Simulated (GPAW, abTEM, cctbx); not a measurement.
## Sn2B3Rh: the scripts behind a bonding study

Short scripts, each with its output. The cell comes from substitution in a known structure type and wasn't matched to any measured phase.

## 1. Build the all-electron density and subtract free atoms

```text
cell
1.0
     2.756638420    1.591545933    3.278913403
    -2.756638420    1.591545933    3.278913403
     0.000000000   -3.183091867    3.278913403
Sn Rh B
2 1 3
Direct
0.355655000 0.355655010 0.355655000
0.644344990 0.644345000 0.644344990
0.000000000 0.000000000 0.000000000
0.000000000 0.000000010 0.500000000
0.500000000 0.999999990 0.000000000
0.000000000 0.500000010 0.000000000
```

```python
import numpy as np
from ase.io import read
from ase.units import Bohr
from gpaw import GPAW, PW, FermiDirac
from gpaw.calculator import GPAW as OldGPAW
from gpaw.mpi import serial_comm, world
from scipy.special import erfc
from scipy.spatial import cKDTree

atoms = read("cell.vasp")
atoms.calc = GPAW(mode=PW(550), xc="PBE", kpts={"size": (6, 6, 6), "gamma": True},
                 occupations=FermiDirac(0.1), maxiter=120, symmetry={"tolerance": 1e-5}, txt="scf.txt")
atoms.get_potential_energy()
rho = atoms.calc.get_all_electron_density(gridrefinement=2)
moments = atoms.get_magnetic_moments() if atoms.calc.get_number_of_spins() == 2 else np.zeros(len(atoms))
total = atoms.get_magnetic_moment() if moments.any() else 0.0
if world.rank == 0:
    free = OldGPAW(mode=PW(550), xc="PBE", txt=None, communicator=serial_comm)
    neutral = atoms.copy()
    neutral.set_initial_magnetic_moments(None)
    free.initialize(neutral)
    free.set_positions(neutral)
    drho = rho - free.get_all_electron_density(gridrefinement=2)
    # GPAW starts from confined atoms: exchange their smooth part for that of the datasets' free atoms
    h = np.stack(np.meshgrid(*[np.fft.fftfreq(n, 1 / n) for n in drho.shape], indexing="ij"), -1)
    gabs = np.linalg.norm(h @ atoms.cell.reciprocal(), axis=-1)
    tails = np.fft.fftn(free.get_pseudo_density(gridrefinement=2))
    g, form, v0 = np.linspace(0, gabs.max(), 1500), {}, 0
    for e in set(atoms.symbols):
        idx = atoms.symbols.search(e)
        d = free.setups[idx[0]].data
        r, w = d.rgd.r_g * Bohr, d.rgd.r_g**2 * d.rgd.dr_g
        j0 = np.sinc(2 * g[:, None] * r)
        smooth = sum(f * p**2 for f, p in zip(d.f_j, d.phit_jg)) + np.sqrt(4 * np.pi) * d.nct_g
        full = sum(f * p**2 for f, p in zip(d.f_j, d.phi_jg)) + np.sqrt(4 * np.pi) * d.nc_g
        phase = sum(np.exp(-2j * np.pi * h @ s) for s in atoms.get_scaled_positions()[idx])
        tails -= np.interp(gabs, g, j0 @ (smooth * w)) * phase * drho.size / atoms.get_volume()
        form[e] = j0 @ (full * w)
        v0 += 2 * np.pi / 3 * 14.3996 * (full * w * r**2).sum() * len(idx)  # V A^3
    tails *= 0.5 * erfc((gabs - 1.8) / 0.25)  # the tails differ at long wavelengths alone
    drho += np.fft.ifftn(tails).real  # crystal minus superposed spherical free atoms
    np.save("drho.npy", drho)
    dv = atoms.get_volume() / drho.size
    print("grid", drho.shape, " electrons %.3f" % (rho.sum() * dv), " moved by bonding %.3f e" % (abs(drho).sum() * dv / 2))
    pts = np.indices(drho.shape).reshape(3, -1).T / drho.shape @ atoms.cell
    shifts = (np.indices((3, 3, 3)).reshape(3, -1).T - 1) @ atoms.cell
    images = (atoms.positions[None] + shifts[:, None]).reshape(-1, 3)
    dist, idx = cKDTree(images).query(pts, k=4)
    out = drho.ravel()[dist[:, 0] > 0.5]
    print("deformation density beyond 0.5 A of the nuclei: max %.3f, min %.3f e/A^3" % (out.max(), out.min()))
    tie = dist < dist[:, :1] + 1e-4
    q = -np.bincount((idx % len(atoms))[tie], (drho.ravel()[:, None] / tie.sum(1, keepdims=True) * tie)[tie], len(atoms)) * dv
    print("atom        x       y       z   Voronoi charge  moment")
    for a, s, c, m in zip(atoms, atoms.get_scaled_positions(), q, moments):
        print("%-2s%-3d %7.4f %7.4f %7.4f %10.3f %10.2f" % (a.symbol, a.index + 1, *s, c, m))
    np.savez("free.npz", g=g, **form)
    print("mean inner potential of superposed free atoms %.3f V" % (v0 / atoms.get_volume()))
    print("total magnetic moment %.3f muB" % total)
```

```console
$ OMP_NUM_THREADS=1 mpirun -n 4 gpaw python run.py > gpaw.log
```

```text
grid (50, 50, 50)  electrons 160.000  moved by bonding 1.093 e
deformation density beyond 0.5 A of the nuclei: max 0.246, min -0.624 e/A^3
atom        x       y       z   Voronoi charge  moment
Sn1    0.3557  0.3557  0.3557      0.228       0.00
Sn2    0.6443  0.6443  0.6443      0.228       0.00
Rh3    0.0000  0.0000  0.0000      0.128       0.00
B 4    0.0000  0.0000  0.5000     -0.195       0.00
B 5    0.5000  1.0000  0.0000     -0.195       0.00
B 6    0.0000  0.5000  0.0000     -0.195       0.00
mean inner potential of superposed free atoms 21.909 V
total magnetic moment 0.000 muB
```

Time: 19 s on 4 cores of Arm Neoverse V1 (shared host), peak memory 0.93 GiB.

## 2. Fourier-transform the difference

```python
from cctbx import adptbx, crystal, miller, xray
from cctbx.eltbx import tiny_pse
import numpy as np

cs = crystal.symmetry(unit_cell=(5.5133, 5.5133, 9.8367, 90, 90, 120), space_group_symbol='Hall: -R 3 2"')  # R-3m
atoms = [  # label, site, U (iso, or U11 U22 U33 U12 U13 U23 in A^2), occupancy
    ("Sn1", (1/3, 2/3, 0.02232), 0.0000, 1),
    ("Rh1", (0, 0, 0), 0.0000, 1),
    ("B1", (0.83333, 2/3, 0.16667), 0.0000, 1),
]
xs = xray.structure(crystal_symmetry=cs)
for label, site, u, occ in atoms:
    u = adptbx.u_cif_as_u_star(cs.unit_cell(), u) if isinstance(u, tuple) else u
    xs.add_scatterer(xray.scatterer(label, site=site, u=u, occupancy=occ))
xs.scattering_type_registry(table="wk1995")
drho = np.load("drho.npy")
T = np.array([[1, -1, 0], [0, 1, -1], [1, 1, 1]])  # conventional axes in terms of the primitive ones
dF = np.fft.ifftn(drho) * 258.94137  # electrons a conventional cell, indexed by primitive hkl
ms = miller.build_set(cs, anomalous_flag=False, d_min=0.9).sort("resolution")
iam = ms.structure_factors_from_scatterers(xs, algorithm="direct").f_calc()
p1 = xs.expand_to_p1()
z = np.array([tiny_pse.table(sc.scattering_type).atomic_number() for sc in p1.scatterers()])
x = np.array(p1.sites_frac())
free = np.load("free.npz")
print("static structure factors of the conventional cell: F in electrons, V (Mott-Bethe) in volts")
print("   h  k  l      d  |F| table  |F| free   |F| DFT   change   |V| free  |V| DFT  change %")
for h, d, table in list(zip(ms.indices(), ms.d_spacings().data(), iam.data()))[:16]:
    df = dF[tuple(np.rint(np.linalg.solve(T, h)).astype(int))]
    phase = np.exp(2j * np.pi * x @ h)
    f = sum(np.interp(1 / d, free["g"], free[sc.scattering_type]) * p for sc, p in zip(p1.scatterers(), phase))
    fz = (z * phase).sum()
    c = 14.3996 * d * d / (np.pi * cs.unit_cell().volume())
    v0, v1 = abs(fz - f) * c, abs(fz - f - df) * c
    print("%4d%3d%3d %7.4f %9.3f %9.3f %9.3f %8.3f %9.3f %8.3f %8s" % (h + (d, abs(table), abs(f), abs(f + df), abs(f + df) - abs(f), v0, v1, "%.1f" % (100 * (v1 / v0 - 1)) if v0 > 0.02 else "-")))
```

```console
$ python run.py
```

```text
static structure factors of the conventional cell: F in electrons, V (Mott-Bethe) in volts
   h  k  l      d  |F| table  |F| free   |F| DFT   change   |V| free  |V| DFT  change %
   1  0  1  4.2954    33.480    33.624    32.926   -0.697     0.398    0.626     57.2
   1  0 -2  3.4259    44.729    44.578    44.225   -0.353     0.665    0.739     11.0
   0  0  3  3.2789   323.448   323.376   322.026   -1.350     7.700    7.957      3.3
   1  1  0  2.7567   351.235   351.069   350.457   -0.612     9.272    9.354      0.9
   2  0 -1  2.3200    63.005    63.212    64.512    1.300     3.014    2.890     -4.1
   1  0  4  2.1862   108.981   109.092   109.123    0.030     3.057    3.055     -0.1
   2  0  2  2.1477    68.697    68.648    68.529   -0.119     3.195    3.205      0.3
   1  1  3  2.1100   318.152   317.976   317.032   -0.944     8.343    8.417      0.9
   1  0 -5  1.8190   140.428   140.361   139.500   -0.861     3.669    3.719      1.4
   2  1  1  1.7750    31.166    31.127    31.714    0.587     0.207    0.175    -15.8
   2  0 -4  1.7129    75.394    75.263    76.004    0.740     0.518    0.479     -7.4
   2  1 -2  1.6942    36.134    36.116    35.805   -0.311     0.593    0.608      2.7
   0  0  6  1.6395   247.005   246.948   246.012   -0.937     6.326    6.371      0.7
   3  0  0  1.5916   288.647   288.490   287.948   -0.542     5.897    5.921      0.4
   2  0  5  1.5182   106.422   106.382   106.762    0.381     1.494    1.479     -1.0
   2  1  4  1.4549    92.489    92.326    92.436    0.110     1.982    1.978     -0.2
```

Time: 0.33 s on 1 core of Arm Neoverse V1 (shared host), peak memory 0.08 GiB.

## 3. Propagate a plane wave with and without the bonding term

```python
import abtem
import numpy as np
from ase.build import make_supercell
from ase.io import read

abtem.config.set({"dask.lazy": False, "fft": "fftw", "diagnostics.progress_bar": False})
M = [[0, 1, -1], [1, 1, 1], [2, -1, -1]]  # rows: x, y and beam direction in the primitive cell's axes
unit = make_supercell(read("cell.vasp"), M)
unit.set_cell(list(unit.cell.lengths()) + [90, 90, 90], scale_atoms=True)
unit.positions[:, 2] += 1.1937  # keeps atomic planes off the slice boundaries
unit.wrap()
slab = unit * (2, 2, 65)
print(slab.get_chemical_formula(), "| box %.2f x %.2f x %.2f A" % tuple(slab.cell.lengths()))

# change of the potential by bonding, from the DFT deformation density (Poisson's equation term by term)
drho = np.load("drho.npy")
prim = read("cell.vasp")
h = np.stack(np.meshgrid(*[np.fft.fftfreq(n, 1 / n) for n in drho.shape], indexing="ij"), -1).reshape(-1, 3).astype(int)
g2 = ((h @ prim.cell.reciprocal()) ** 2).sum(1)
keep = (g2 > 0) & (g2 < 2.5**2)
shape = (158, 282, 54)
vg = np.zeros(shape, complex)
hm = h[keep] @ np.array(M).T
move = np.exp(-2j * np.pi * hm[:, 2] * (1.1937 / unit.cell[2, 2] - 0.5 / shape[2]))  # the same shift, sampled at mid-points
vg[tuple(hm.T % np.array(shape)[:, None])] = -14.3996 / np.pi * (np.fft.fftn(drho).ravel() / drho.size)[keep] / g2[keep] * move
dV = np.fft.ifftn(vg).real * vg.size
dV = dV.reshape(158, 282, 6, 9).mean(3) * unit.cell[2, 2] / 6  # V A, projected in each slice
dV = np.tile(dV.transpose(2, 0, 1), (65, 2, 2))


def build(atoms):
    p = abtem.Potential(atoms, gpts=(316, 564), slice_thickness=[slab.cell[2, 2] / 390] * 390,
                        parametrization="lobato", projection="infinite", exit_planes=30).build()
    p.array[:] += BONDING * dV
    return p


sigmas = {'Sn': 0.063, 'Rh': 0.064, 'B': 0.087}  # r.m.s. displacement along each axis, A
u = np.array([sigmas[s] for s in slab.symbols])[:, None]
rng = np.random.default_rng(124)


def potentials():
    for _ in range(3):  # frozen phonons, one configuration at a time
        atoms = slab.copy()
        atoms.positions += u * rng.standard_normal((len(atoms), 3))
        atoms.wrap()
        yield build(atoms)


for label, BONDING in (("IAM", 0.0), ("DFT", 1.0)):
    print("=====", label)
    rng = np.random.default_rng(124)  # the same displacements for both
    potential = build(slab)
    print("grid", potential.gpts, "slices", potential.num_slices)
    thickness = potential.exit_thicknesses
    wave = abtem.PlaneWave(energy=200000)
    dp = np.mean([wave.multislice(p).diffraction_patterns(max_angle="valid").array for p in potentials()], axis=0)
    hkl = [(0, 0, 0), (0, 0, 3), (1, -2, 0), (1, -2, 3)]
    nx, ny = dp.shape[-2:]
    print("intensity of each beam, fraction of the incident wave")
    print("  t (A)" + "".join("%9s" % " ".join(map(str, h)) for h in hkl) + "  diffuse    total")
    grid = np.zeros((nx, ny), bool)
    grid[nx // 2 % 2::2, ny // 2 % 2::2] = True
    for t, a in list(zip(thickness, dp))[1:]:
        idx = [np.rint(np.array(M) @ np.linalg.solve([[1, -1, 0], [0, 1, -1], [1, 1, 1]], h)).astype(int) for h in hkl]
        print("%7.1f" % t + "".join("%9.5f" % a[nx // 2 + i[0] * 2, ny // 2 + i[1] * 2] for i in idx) + "%9.4f%9.4f" % (a[~grid].sum(), a.sum()))
```

```console
$ python run.py
```

```text
B4680Rh1560Sn3120 | box 11.03 x 19.67 x 620.70 A
===== IAM
grid (316, 564) slices 390
intensity of each beam, fraction of the incident wave
  t (A)    0 0 0    0 0 3   1 -2 0   1 -2 3  diffuse    total
   47.7  0.64908  0.02384  0.01981  0.01280   0.0420   0.9973
   95.5  0.80289  0.00721  0.00393  0.00416   0.0677   0.9954
  143.2  0.63725  0.03922  0.00475  0.00044   0.0946   0.9932
  191.0  0.67926  0.03280  0.00346  0.00171   0.1060   0.9918
  238.7  0.61405  0.05716  0.00084  0.00092   0.1224   0.9899
  286.5  0.59436  0.06721  0.00156  0.00037   0.1304   0.9886
  334.2  0.59609  0.07644  0.00021  0.00043   0.1395   0.9872
  382.0  0.57660  0.08117  0.00009  0.00053   0.1458   0.9860
  429.7  0.56470  0.07466  0.00032  0.00044   0.1549   0.9845
  477.5  0.55943  0.06248  0.00088  0.00050   0.1637   0.9831
  525.2  0.56781  0.05315  0.00131  0.00104   0.1732   0.9816
  573.0  0.57437  0.03593  0.00441  0.00285   0.1851   0.9799
  620.7  0.58545  0.02661  0.00627  0.00243   0.1933   0.9784
===== DFT
grid (316, 564) slices 390
intensity of each beam, fraction of the incident wave
  t (A)    0 0 0    0 0 3   1 -2 0   1 -2 3  diffuse    total
   47.7  0.64989  0.02302  0.01960  0.01252   0.0421   0.9973
   95.5  0.80034  0.00552  0.00436  0.00438   0.0678   0.9954
  143.2  0.64330  0.03274  0.00458  0.00025   0.0959   0.9931
  191.0  0.68050  0.02629  0.00418  0.00151   0.1077   0.9917
  238.7  0.62775  0.04535  0.00103  0.00125   0.1253   0.9896
  286.5  0.60111  0.05599  0.00213  0.00067   0.1341   0.9883
  334.2  0.61004  0.06233  0.00056  0.00067   0.1443   0.9868
  382.0  0.58473  0.06771  0.00010  0.00085   0.1518   0.9854
  429.7  0.56929  0.06205  0.00014  0.00068   0.1621   0.9838
  477.5  0.55920  0.05170  0.00056  0.00051   0.1720   0.9822
  525.2  0.55960  0.04553  0.00087  0.00086   0.1825   0.9806
  573.0  0.56479  0.03114  0.00343  0.00255   0.1953   0.9788
  620.7  0.56923  0.02420  0.00546  0.00261   0.2045   0.9771
```

Time: 3.8 min.

[Outputs are excerpts: Python notices, other lines and further rows are left out; steps that failed or that the build refused (PBEsol, TPSS) are not shown.]

[Logs are printed without paths, hosts, clocks, repeated set-up lines and the standing remarks that a program may print on its own settings, such as how far it seeks lower states.]
